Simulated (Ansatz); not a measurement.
# What Sr2C (built on the sites of a database entry of Be2C) distorts into, part 2 of 2

Wanted: the energy along a soft mode of Sr2C (built on the sites of a database entry of Be2C) and the structure at the end.

Ansatz 0.2.0; DFT PBEsol, scalar-relativistic, plane waves, PAW.

So far, highest frequency on the path or at a solved wavevector (cm⁻¹): step 2 (the dispersion) 328. Also lowest frequency on the path (cm⁻¹): step 2 -39.6.

The structure was built from a prototype and need not be the compound's stable phase.

### 6. Relaxation from the frozen mode

Starting from the lowest point found, all atoms and the cell are let go, so that strain and other modes of the same symmetry can join in.

File input.yaml:

```yaml
crystal:
  lattice:
    - [0.0, -3.3077591482, -3.3077591482]
    - [0.0, 3.3077591482, -3.3077591482]
    - [6.6155182965, 0.0, 0.0]
  atoms:
    - { symbol: Sr, position: [0.0, 0.5, 0.7016288844] }
    - { symbol: Sr, position: [0.5, 0.0, 0.2983711156] }
    - { symbol: Sr, position: [0.0, 0.5, 0.2016288844] }
    - { symbol: Sr, position: [0.5, 0.0, 0.7983711156] }
    - { symbol: C, position: [0.5, 0.5, 0.5] }
    - { symbol: C, position: [0.0, 0.0, 0.0] }
kpoints:
  mp_grid: { grid: [8, 8, 6] }
hamiltonian:
  xc: pbesol
scf:
  occupations: { method: methfessel_paxton, width: 0.15 }
output:
  forces: true
  stress: true
  eigenvalues: true
relax:
  adjacent_minimum: "off"
  f_tol: 0.002
  max_steps: 120
  cell: { stress_tol: 0.03 }
```

Launch:

```
ansatz run input.yaml --threads 4 --pin off --max-ram 7168MiB --backend cpu --events-out ev --progress --plain --runs-dir out
```

Numbers of over 12 decimals in the logs are rounded to 6 here.

The log of the run:

```text
[...]
Crystal: 6 atoms, lattice volume = 144.764 Å³
Basis set: ecut = 420 eV, 2839 PW (Γ), exchange–correlation on 64×64×90 points (8 copies of the dense FFT grid, shifted against one another)
Bands: 30, of which v1, the nominal top of the filled ones, is band 24 counted from 1 (23 counted from 0)
Symmetry: 16 space group operations
[...]
k-points: 60 of 384
[...]
SCF iter   1: F=—  HF=-14458.825077 eV  |F-HF|=—  |Δ(HF+E_count)|=         —  Δρ=4.44e-3  dr2=4.01e-2  ethr=1.77e-3  ⟨swp⟩=10.1  Hψ=10485  notcnv=0
[...]
SCF iter   7: F=-14458.821198 eV  HF=-14458.821198 eV  |F-HF|=2.12e-9  |Δ(HF+E_count)|=   3.28e-8  S|Δr|=    0.00e0  Δρ=1.93e-6  dr2=5.60e-9  ethr=2.08e-10  ⟨swp⟩=9.0  Hψ=8562  notcnv=0
SCF 1 converged in 7 iterations: F = -14458.821198 eV  dr2 = 5.60e-9
[...]
relax step   1: F+E_penalty+E_count = -14458.82119755 eV  Δ(F+E_penalty+E_count) = +0.000e0 eV  max|allowed force component| = 2.295e-2 eV/Å  Δτ_max = 0.0000 Å  P = +1.228 GPa  Ω = 144.764 Å³  (7 SCF iters, dr2 threshold 1.00e-7 eV, accepted)
Crystal: 6 atoms, lattice volume = 154.296 Å³
Basis set: ecut = 420 eV, 2983 PW (Γ), exchange–correlation on 64×64×90 points (8 copies of the dense FFT grid, shifted against one another)
[...]
SCF iter   6: F=-14458.857753 eV  HF=-14458.857753 eV  |F-HF|=2.19e-8  |Δ(HF+E_count)|=   8.77e-7  S|Δr|=    0.00e0  Δρ=1.22e-5  dr2=4.11e-7  ethr=1.25e-9  ⟨swp⟩=6.0  Hψ=9246  notcnv=0
SCF 2 converged in 6 iterations: F = -14458.857753 eV  dr2 = 4.11e-7
relax step   2: F+E_penalty+E_count = -14458.85775277 eV  Δ(F+E_penalty+E_count) = -3.656e-2 eV  max|allowed force component| = 1.397e-1 eV/Å  Δτ_max = 0.0516 Å  P = -0.761 GPa  Ω = 154.296 Å³  energy of the carried Pulay correction = -4.057e-3 eV  (6 SCF iters, dr2 threshold 6.00e-7 eV, accepted)
Crystal: 6 atoms, lattice volume = 155.717 Å³
Basis set: ecut = 420 eV, 3031 PW (Γ), exchange–correlation on 64×64×90 points (8 copies of the dense FFT grid, shifted against one another)
[...]
SCF iter   6: F=-14458.885977 eV  HF=-14458.885977 eV  |F-HF|=2.17e-8  |Δ(HF+E_count)|=   3.43e-7  S|Δr|=    0.00e0  Δρ=7.44e-6  dr2=1.19e-7  ethr=1.25e-9  ⟨swp⟩=6.6  Hψ=8339  notcnv=0
SCF 3 converged in 6 iterations: F = -14458.885977 eV  dr2 = 1.19e-7
relax step   3: F+E_penalty+E_count = -14458.88597747 eV  Δ(F+E_penalty+E_count) = -2.822e-2 eV  max|allowed force component| = 2.355e-2 eV/Å  Δτ_max = 0.0916 Å  P = -0.343 GPa  Ω = 155.717 Å³  energy of the carried Pulay correction = -4.640e-3 eV  (6 SCF iters, dr2 threshold 6.00e-7 eV, accepted)
[...]
relax step   4: F+E_penalty+E_count = -14458.89075709 eV  Δ(F+E_penalty+E_count) = -4.780e-3 eV  max|allowed force component| = 2.646e-2 eV/Å  Δτ_max = 0.0334 Å  P = +0.181 GPa  Ω = 155.199 Å³  energy of the carried Pulay correction = -4.428e-3 eV  (6 SCF iters, dr2 threshold 6.00e-7 eV, accepted)
[...]
relax step   5: F+E_penalty+E_count = -14458.89085760 eV  Δ(F+E_penalty+E_count) = -1.005e-4 eV  max|allowed force component| = 1.786e-2 eV/Å  Δτ_max = 0.0049 Å  P = +0.038 GPa  Ω = 156.061 Å³  energy of the carried Pulay correction = -4.781e-3 eV  (5 SCF iters, dr2 threshold 2.47e-7 eV, accepted)
[...]
relax step   6: F+E_penalty+E_count = -14458.89134201 eV  Δ(F+E_penalty+E_count) = -4.844e-4 eV  max|allowed force component| = 7.377e-3 eV/Å  Δτ_max = 0.0155 Å  P = +0.002 GPa  Ω = 155.540 Å³  energy of the carried Pulay correction = -4.568e-3 eV  (6 SCF iters, dr2 threshold 2.14e-8 eV, accepted)
[...]
relax step   7: F+E_penalty+E_count = -14458.89135137 eV  Δ(F+E_penalty+E_count) = -9.365e-6 eV  max|allowed force component| = 3.660e-4 eV/Å  Δτ_max = 0.0040 Å  P = +0.001 GPa  Ω = 155.701 Å³  energy of the carried Pulay correction = -4.634e-3 eV  (5 SCF iters, dr2 threshold 6.29e-9 eV, accepted)
[...]
relax step   8: F+E_penalty+E_count = -14458.89902540 eV  Δ(F+E_penalty+E_count) = -7.674e-3 eV  max|allowed force component| = 1.135e-4 eV/Å  Δτ_max = 0.0000 Å  P = +0.062 GPa  Ω = 155.701 Å³  stress off target by 1.13e-1 GPa  SCF on the basis re-selected at this cell (its energy is not comparable with the rows above)  (6 SCF iters)
[...]
relax step   9: F+E_penalty+E_count = -14458.89898560 eV  Δ(F+E_penalty+E_count) = +3.981e-5 eV  max|allowed force component| = 3.277e-4 eV/Å  Δτ_max = 0.0068 Å  P = +0.005 GPa  Ω = 156.293 Å³  energy of the carried Pulay correction = -2.412e-4 eV  (6 SCF iters, dr2 threshold 3.18e-8 eV, accepted)
[...]
SCF iter   5: F=-14458.899224 eV  HF=-14458.899224 eV  |F-HF|=3.64e-12  |Δ(HF+E_count)|=  3.64e-12  S|Δr|=    0.00e0  Δρ=7.75e-8  dr2=1.48e-11  ethr=1.00e-12  ⟨swp⟩=8.6  Hψ=10254  notcnv=0
SCF 10 converged in 5 iterations: F = -14458.899224 eV  dr2 = 1.48e-11
relax step  10: F+E_penalty+E_count = -14458.89922405 eV  Δ(F+E_penalty+E_count) = -2.385e-4 eV  max|allowed force component| = 3.323e-4 eV/Å  Δτ_max = 0.0000 Å  P = +0.006 GPa  Ω = 156.293 Å³  stress off target by 1.12e-2 GPa  SCF on the basis re-selected at this cell (its energy is not comparable with the rows above)  (5 SCF iters)
[...]
SCF converged after 5 iterations
[...]
Free energy (F): -14458.899224 eV
[...]
Internal energy: -14458.906329 eV  (E = F + TS)
E sigma→0 (E₀):  -14458.901000 eV
Entropy (-TS):   0.007105 eV (1.184 meV/atom)
Fermi energy:    7.780777 eV
[...]
--- Forces (eV/Å), atoms counted from 1 ---
  atom   1  Sr     0.00033234    -0.00000000     0.00000000
  atom   2  Sr    -0.00033234    -0.00000000     0.00000000
  atom   3  Sr     0.00033234     0.00000000    -0.00000000
  atom   4  Sr    -0.00033234     0.00000000    -0.00000000
  atom   5  C     -0.00000000    -0.00000000    -0.00000000
  atom   6  C     -0.00000000     0.00000000     0.00000000
  max |Σ_I F_I| component: 1.11e-16 eV/Å
--- Stress (GPa, compression-positive) ---
        0.011173      -0.000000      -0.000000
       -0.000000       0.003118      -0.000000
       -0.000000      -0.000000       0.003118
  P = ⅓ Tr σ = 0.0058 GPa (0.058 kbar)
--- Band table (eV; the first three rows and the last of 60) ---
  k-point 0: bands = [... 20 lower, 6.9214, 6.9214, 7.1870, 7.6978, 7.8182, 7.8182, 8.9455, 9.7579, ... 2 higher]
  k-point 1: bands = [... 20 lower, 6.9838, 6.9838, 7.6345, 7.7665, 7.7665, 7.9015, 9.0722, 9.8157, ... 2 higher]
  k-point 2: bands = [... 20 lower, 7.1552, 7.1552, 7.6141, 7.6141, 8.3412, 8.3447, 9.3650, 9.9842, ... 2 higher]
  k-point 59: bands = [... 20 lower, 6.6269, 6.6269, 7.7367, 7.7367, 8.3943, 8.3943, 10.8453, 10.8453, ... 2 higher]
--- Relaxed structure (8 steps of the walk, 8 accepted, 2 SCFs on fresh bases) ---
  F+E_penalty+E_count = -14458.89922405 eV   max|allowed force component| = 3.323e-4 eV/Å   (the final SCF, on the basis selected at the relaxed cell)
  cell:  # Å, volume = 156.2927 Å³
    - [0, -3.326271, -3.326271]
    - [0, 3.326271, -3.326271]
    - [7.063067, 0, 0.0]
  atoms:
    - { symbol: Sr, position: [0.0, 0.500000, 0.674931] }
    - { symbol: Sr, position: [0.500000, 0.0, 0.325069] }
    - { symbol: Sr, position: [0.0, 0.500000, 0.174931] }
    - { symbol: Sr, position: [0.500000, 0.0, 0.825069] }
    - { symbol: C, position: [0.500000, 0.500000, 0.5] }
    - { symbol: C, position: [0, 0, 0] }
```

The job ended after 33 s (4 threads of Arm Neoverse V2, shared host; peak memory 0.56 GiB).

Step by step:

```csv
step,energy less that of the first step (eV),largest force component (eV/Å),pressure (GPa),volume (Å³)
1,0.0000,0.0229,1.23,144.76
2,-0.0366,0.1397,-0.76,154.30
3,-0.0648,0.0236,-0.34,155.72
4,-0.0696,0.0265,0.18,155.20
5,-0.0697,0.0179,0.04,156.06
6,-0.0701,0.0074,0.00,155.54
7,-0.0702,0.0004,0.00,155.70
8*,-0.0778,0.0001,0.06,155.70
9,-0.0778,0.0003,0.01,156.29
10*,-0.0780,0.0003,0.01,156.29
```

Relaxation steps marked * repeat the geometry before them on a plane-wave basis chosen anew for their cell, so energy and pressure can jump there.

Forces are held to the 16 operations that the run works with; a distortion that breaks them can't arise in this run.

```csv
"conventional cell, symmetrised",before,after,change
a (Å),4.678,4.704,+0.6 %
b (Å),4.678,4.704,+0.6 %
c (Å),6.616,7.063,+6.8 %
volume (Å³/atom),24.13,26.05,+8.0 %
```

The atoms that moved most (Å, as changes of fractional coordinates times the final cell):

```csv
atom,dx,dy,dz,length
Sr2,0.189,0.000,0.000,0.189
Sr3,-0.189,0.000,0.000,0.189
Sr4,0.189,0.000,0.000,0.189
Sr1,-0.189,0.000,0.000,0.189
```

Final coordinates:

```cif
data_structure
_symmetry_space_group_name_H-M 'P 1'
_symmetry_Int_Tables_number 1
_cell_length_a 4.7041
_cell_length_b 4.7041
_cell_length_c 7.0631
_cell_angle_alpha 90.000
_cell_angle_beta 90.000
_cell_angle_gamma 90.000
_cell_volume 156.29
loop_
_atom_site_label
_atom_site_type_symbol
_atom_site_fract_x
_atom_site_fract_y
_atom_site_fract_z
_atom_site_occupancy
Sr1 Sr 0.00000 0.50000 0.67493 1
Sr2 Sr 0.50000 0.00000 0.32507 1
Sr3 Sr 0.00000 0.50000 0.17493 1
Sr4 Sr 0.50000 0.00000 0.82507 1
C5 C 0.50000 0.50000 0.50000 1
C6 C 0.00000 0.00000 0.00000 1
```

This step gave:

```
pressure        : 0.005803 GPa
volume per atom : 26.05 Å³
```

The distorted start has space group P4_2/nmc; the relaxation ends in P4_2/nmc.

### 7. The new phase in its own primitive cell

The relaxed structure is symmetrised, reduced to its primitive cell and relaxed tightly, as its phonons need.

input.yaml, the sections that differ from step 6:

```yaml
crystal:
  lattice:
    - [4.7040577191, 0.0, 0.0]
    - [0.0, 4.7040577191, 0.0]
    - [0.0, 0.0, 7.0630667853]
  atoms:
    - { symbol: Sr, position: [0.0, 0.5, 0.6749308936] }
    - { symbol: Sr, position: [0.5, 0.0, 0.3250691064] }
    - { symbol: Sr, position: [0.0, 0.5, 0.1749308936] }
    - { symbol: Sr, position: [0.5, 0.0, 0.8250691064] }
    - { symbol: C, position: [0.5, 0.5, 0.5] }
    - { symbol: C, position: [0.0, 0.0, 0.0] }
relax:
  adjacent_minimum: "off"
  f_tol: 0.001
  max_steps: 60
  cell: { stress_tol: 0.01 }
# kpoints, hamiltonian, scf, output: as in step 6
```

The log of the run:

```text
[...]
Crystal: 6 atoms, lattice volume = 156.293 Å³
Basis set: ecut = 420 eV, 3055 PW (Γ), exchange–correlation on 64×64×96 points (8 copies of the dense FFT grid, shifted against one another)
Bands: 30, of which v1, the nominal top of the filled ones, is band 24 counted from 1 (23 counted from 0)
Symmetry: 16 space group operations
[...]
k-points: 60 of 384
[...]
cell:  # Å, volume = 156.3218 Å³
    - [4.704152, 0.0, 0.0]
    - [0.0, 4.704152, 0.0]
    - [0.0, 0.0, 7.064103]
  atoms:
    - { symbol: Sr, position: [0, 0.500000, 0.674921] }
    - { symbol: Sr, position: [0.500000, 0, 0.325079] }
    - { symbol: Sr, position: [0, 0.500000, 0.174921] }
    - { symbol: Sr, position: [0.500000, 0, 0.825079] }
    - { symbol: C, position: [0.500000, 0.500000, 0.500000] }
    - { symbol: C, position: [0, 0, 0] }
[key lines of the parts left out:]
SCF converged after 8 iterations
Free energy (F): -14458.899222 eV
Fermi energy:    7.778858 eV
P = ⅓ Tr σ = 0.0002 GPa (0.002 kbar)
```

Run time: 14 s. Hardware: 4 threads; peak memory 0.57 GiB.

Little changed from the start: no atom moved by 0.005 Å and no cell edge by 0.1 %.

This step gave:

```yaml
pressure: 2.08e-4 GPa
```

The largest force component left is 0.21 meV/Å and the pressure is 0.000 GPa, within the tolerances set. The cell now holds 26.05 Å³/atom.

### 8. Modes of the new phase, k-mesh 8×8×6

A relaxed structure may still be a saddle point, so its zone-centre modes are computed. No field response is asked, since the mesh shows no gap.

input.yaml, the sections that differ from step 7:

```yaml
crystal:
  lattice:
    - [4.7041515493, 0.0, 0.0]
    - [0.0, 4.7041515493, 0.0]
    - [0.0, 0.0, 7.0641027438]
  atoms:
    - { symbol: Sr, position: [0.0, 0.5, 0.6749213232] }
    - { symbol: Sr, position: [0.5, 0.0, 0.3250786768] }
    - { symbol: Sr, position: [0.0, 0.5, 0.1749213232] }
    - { symbol: Sr, position: [0.5, 0.0, 0.8250786768] }
    - { symbol: C, position: [0.5, 0.5, 0.5] }
    - { symbol: C, position: [0.0, 0.0, 0.0] }
output:
  eigenvalues: true
phonons:
  method: dfpt
# kpoints, hamiltonian, scf: as in step 7
# relax: removed
```

The log of the run:

```text
zone centre: on kpoints.mp_grid the ground state, and the responses unless they are solved on pairs of k-points, stand on 100 of the mesh's 384 k-points, reduced under 4 symmetry operations, with k and −k counted as one. Each operation leaves every solved displacement unchanged or reverses it
[...]
Crystal: 6 atoms, lattice volume = 156.322 Å³
Basis set: ecut = 420 eV, 3055 PW (Γ), exchange–correlation on 64×64×96 points (8 copies of the dense FFT grid, shifted against one another)
Bands: 30, of which v1, the nominal top of the filled ones, is band 24 counted from 1 (23 counted from 0)
Symmetry: 16 space group operations
k-points: 100 of 384 (irreducible under 4 space group operations, time reversal used)
[...]
SCF iter   1: F=—  HF=-14458.906021 eV  |F-HF|=—  |Δ(HF+E_count)|=         —  Δρ=4.31e-3  dr2=4.91e-2  ethr=1.77e-3  ⟨swp⟩=9.9  Hψ=17078  notcnv=0
[...]
SCF iter  10: F=-14458.899222 eV  HF=-14458.899222 eV  |F-HF|=7.28e-12  |Δ(HF+E_count)|=  9.09e-12  S|Δr|=    0.00e0  Δρ=4.01e-8  dr2=4.31e-12  ethr=1.00e-12  ⟨swp⟩=10.4  Hψ=16324  notcnv=0
SCF 1 converged in 10 iterations: F = -14458.899222 eV  dr2 = 4.31e-12
[...]
DFPT response loops at Γ: preconditioner auto → Kerker (q_TF=auto, 2.241 Å⁻¹) (partly filled bands, converged f_vac=0.000); β = 1.00, the filter's whole step (`scf.mixing.beta` (0.50) is not read by the response loops under this deck's `scf.mixing.preconditioner`; to damp them name `kerker` or `kerker_dos`, under which they read `scf.mixing.beta`, and type it under 1.00, their step now; both keys bind the ground state too); Broyden in place of MSR1
SCF converged after 10 iterations
[...]
Free energy (F): -14458.899222 eV
[...]
Internal energy: -14458.906331 eV  (E = F + TS)
E sigma→0 (E₀):  -14458.900999 eV
Entropy (-TS):   0.007109 eV (1.185 meV/atom)
Fermi energy:    7.778858 eV
[...]
--- Band table (eV; the first three rows and the last of 100) ---
  k-point 0: bands = [... 20 lower, 6.9201, 6.9201, 7.1847, 7.6959, 7.8163, 7.8163, 8.9435, 9.7565, ... 2 higher]
  k-point 1: bands = [... 20 lower, 6.9825, 6.9825, 7.6322, 7.7647, 7.7647, 7.8994, 9.0702, 9.8143, ... 2 higher]
  k-point 2: bands = [... 20 lower, 7.1537, 7.1537, 7.6124, 7.6124, 8.3388, 8.3424, 9.3625, 9.9828, ... 2 higher]
  k-point 99: bands = [... 20 lower, 6.6250, 6.6250, 7.7348, 7.7348, 8.3926, 8.3926, 10.8427, 10.8427, ... 2 higher]
--- Phonons (Γ-DFPT): 5 representative perturbations + reference, on 100 of 384 k-points (Σ response iterations 16) ---
  k mesh reduced under 4 symmetry operations, with k and −k counted as one. Each operation leaves every solved displacement unchanged or reverses it
  ASR residual: 2.529e-5 → 0.000e0 eV/Å²; symmetrization residual: 3.997e-6 eV/Å²
  ASR residual per site (eV/Å²): 2.53e-5 2.53e-5 2.53e-5 2.53e-5 7.30e-6 7.30e-6
  Γ frequencies (cm⁻¹): -40.39 -40.39 0.00 0.00 0.00 81.33 86.87 86.87 103.54 152.06 152.06 155.46 217.33 276.22 276.22 284.98 284.98 341.49
  non-analytic LO–TO correction: not included (Born effective charges unavailable; polar crystals: no LO–TO splitting at Γ)
```

Wall time 57 s (4 threads); peak memory 1.6 GiB; 3.6 min of CPU time.

Numbers from this step:

```
sum-rule residual before enforcement                    : 2.53e-5 eV/Å²
point group                                             : 4/mmm
highest optical mode at the zone centre (no LO-TO term) : 341.5 cm⁻¹
lowest optical zone-centre mode                         : -40.39 cm⁻¹
```

Patterns of degenerate modes are one choice out of their space. The modes at Γ (shares of kinetic energy by element, %) (negative means imaginary):

```csv
mode,frequency (cm⁻¹),symmetry,Sr %,C %
1,-40.4,Eu,92,8
2,-40.4,Eu,92,8
3,0.0,acoustic,94,6
4,0.0,acoustic,94,6
5,0.0,acoustic,94,6
6,81.3,A1g,100,0
7,86.9,Eg,93,7
8,86.9,Eg,93,7
9,103.5,B1g,91,9
10,152.1,Eg,95,5
11,152.1,Eg,95,5
12,155.5,B2u,100,0
13,217.3,A2u,6,94
14,276.2,Eg,12,88
15,276.2,Eg,12,88
16,285.0,Eu,15,85
17,285.0,Eu,15,85
18,341.5,B1g,9,91
```

Displacements in mode 2 (-40.4 cm⁻¹), the largest set to 1:
```
Sr1  0.01  0.93  0.00
Sr2 -0.01 -0.79  0.00
Sr3 -0.01 -0.79  0.00
Sr4  0.01  0.93  0.00
C5   0.02 -1.00  0.00
C6   0.02 -1.00  0.00
```

Displacements in mode 15 (276.2 cm⁻¹), the largest set to 1:
```
Sr1  0.00  0.06  0.00
Sr2  0.00  0.13  0.00
Sr3  0.00 -0.13  0.00
Sr4  0.00 -0.06  0.00
C5   0.00 -1.00  0.00
C6   0.00  1.00  0.00
```

Before it was imposed, the acoustic sum rule was missed by 2.5e-5 eV/Å². Small misses are needed for a sound result but don't prove that mesh and cutoff are converged. The lowest optical mode is imaginary, 40.4i cm⁻¹, so the energy falls along it.

### 9. The phases reached

The phases reached along the modes that were followed are set side by side.

Energies are those of the first relaxation, on the mesh of the frozen mode; space group, volume and gap are those of the last relaxation. Phases, by row:

```csv
mode frozen in,space group,energy from parent (meV/atom),volume (Å³/atom),gap on mesh (eV),lowest zone-centre optical mode (cm⁻¹),largest shift (Å)
parent,Fm-3m,0,24.13,0,–,–
"q = (0, -0.5, -0.5), 40i cm⁻¹",P4_2/nmc,-23.16,26.05,0,-40.4,0.53
```

### 10. What came out

```
unstable mode of the parent                                                      : q = (0, -0.5, -0.5), 40i cm⁻¹
depth at the lowest point sampled                                                : 10.2 meV/atom
largest atomic shift at that point                                               : 0.32 Å
space group reached (within 0.01 Å)                                              : P4_2/nmc
energy gained over the parent (first relaxation, on the mesh of the frozen mode) : 23.2 meV/atom
volume per atom, phase reached                                                   : 26.1 Å³
lowest optical zone-centre mode, phase reached                                   : -40.4 cm⁻¹
highest optical mode at the zone centre (no LO-TO term), phase reached           : 341 cm⁻¹
```

In words: Along this mode the structure falls into P4_2/nmc, 23.2 meV/atom below the parent. At the parent's cell the well is 10.21 meV/atom deep on the steps tried, with its lowest point at a shift of 0.32 Å. Relaxing atoms and cell changes the gain by +12.94 meV/atom against the lowest step (energies at zero smearing). The new phase still has an imaginary mode at the zone centre of its cell, so it is a saddle point on the way to a lower structure. Each path keeps the symmetry of its pattern, so a lower phase may lie along a pattern not tried. With no gap, or one that is small against the smearing, the frequencies hang on the k mesh and the smearing, most of all near Kohn anomalies. A phonon run warned that its eigensolver left some bands unconverged in a pass. The starting cell was built on a prototype and not taken from a measurement, so the phase need not exist.

[Logs are printed without paths, hosts, clocks, repeated set-up lines and the standing remarks that a program may print on its own settings, such as how far it seeks lower states.]

[Hosts, paths, dates, database ids (printed as entryN), source tags and the programs' standing remarks are cut or masked in the printed files.]
